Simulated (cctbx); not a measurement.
# What is wrong with this refinement?

Cell a = 6.8170 Å, b = 7.0120 Å, c = 14.8402 Å, α = 90.00°, β = 116.40°, γ = 90.00°; space group P2_1/c (no. 14). The compound is Cu2PdI6.

Simulated single-crystal data (cctbx): Mo Kα, λ = 0.71073 Å, to d = 0.77 Å, 80 % of the full sphere, strongest reflection 5000 counts, noise from counting, a 1.5 % proportional error and a noise floor of 4 counts (s.d.); no absorption.

An anisotropic refinement with weights 1/σ² prints:

```text
Rint 0.041, 1445 unique reflections to 0.77 A
cycle     R1     wR2    GooF  max shift (A)
   1  0.2487  0.4731   9.828   0.01172
   2  0.2442  0.4632   9.623   0.00003
final R1 0.2442 wR2 0.4632 GooF 9.623  parameters 33  data/parameter 43.8
atom        x        y        z      Ueq    occ   su(xyz)  su(Uiso or U11)
I1     0.02759  0.67344  0.34972   0.0009  1.000  0.00070  0.0020  NPD
I2     0.25984  0.25239  0.50771   0.0018  1.000  0.00072  0.0020
I3     0.68164  0.33580  0.35831   0.0012  1.000  0.00068  0.0019  NPD
Pd1    0.00000  0.50000  0.50000   0.0026  1.000  0.00000  0.0034  NPD
difference map: max 116.22 min -10.90 rms 3.86
Q1    0.3322  0.0257  0.3374    4  116.27  2.96 A from I1
Q2    0.2764  0.2581  0.0117    4   25.26  0.13 A from I2
Q3    0.0328  0.6780  0.3443    4   21.53  0.11 A from I1
Q4    0.3357  0.6626  0.6445    4   20.60  0.11 A from I3
Q5    0.0000  0.0000  0.0000    2   17.41  0.00 A from Pd1
Q6    0.0352  0.6258  0.6639    4    8.68  2.11 A from I3
```

Q: Accept it or mend it, and why?

Mend it. The fault: an atom left out, Cu at (0.6676, 0.5282, 0.1622). Against the right model at the same level, R1 goes from 0.0220 to 0.2442 and GooF from 0.94 to 9.62, the top difference peak, 116.3 e/Å³, lies 2.96 Å from I1 and I1, I3 and Pd1 go non-positive-definite. Q1 is the missing atom. With scattering power missing, scale and phases suffer, so peaks may also grow on the heavy atoms.

The compound is Cu2PdI6. The right model at the same level gives:

```text
Rint 0.041, 1445 unique reflections to 0.77 A
cycle     R1     wR2    GooF  max shift (A)
   1  0.0222  0.0454   0.947   0.00028
   2  0.0220  0.0450   0.938   0.00000
final R1 0.0220 wR2 0.0450 GooF 0.938  parameters 42  data/parameter 34.4
atom        x        y        z      Ueq    occ   su(xyz)  su(Uiso or U11)
I1     0.02864  0.67290  0.34972   0.0048  1.000  0.00006  0.0002
I2     0.26129  0.25130  0.50807   0.0051  1.000  0.00007  0.0002
I3     0.68013  0.33499  0.35810   0.0047  1.000  0.00007  0.0002
Pd1    0.00000  0.50000  0.50000   0.0045  1.000  0.00000  0.0003
Cu1    0.66757  0.52819  0.16229   0.0051  1.000  0.00013  0.0003
difference map: max 1.74 min -1.43 rms 0.41
Q1    0.3838  0.0283  0.6264    4    1.77  1.81 A from Cu1
Q2    0.2002  0.7089  0.2237    4    1.72  1.95 A from I3
Q3    0.1604  0.2004  0.9932    4    1.54  0.71 A from I2
Q4    0.3006  0.2179  0.5630    4    1.52  0.77 A from I2
Q5    0.2343  0.6072  0.9204    4    1.51  1.89 A from Cu1
Q6    0.2501  0.0451  0.9790    4    1.44  1.48 A from I2
```

This is a model crystal, built by substitution and not relaxed, with assumed displacement parameters.

[Middle refinement cycles are left out of these outputs.]

[Logs are printed without paths, hosts, clocks, repeated set-up lines and the standing remarks that a program may print on its own settings, such as how far it seeks lower states.]
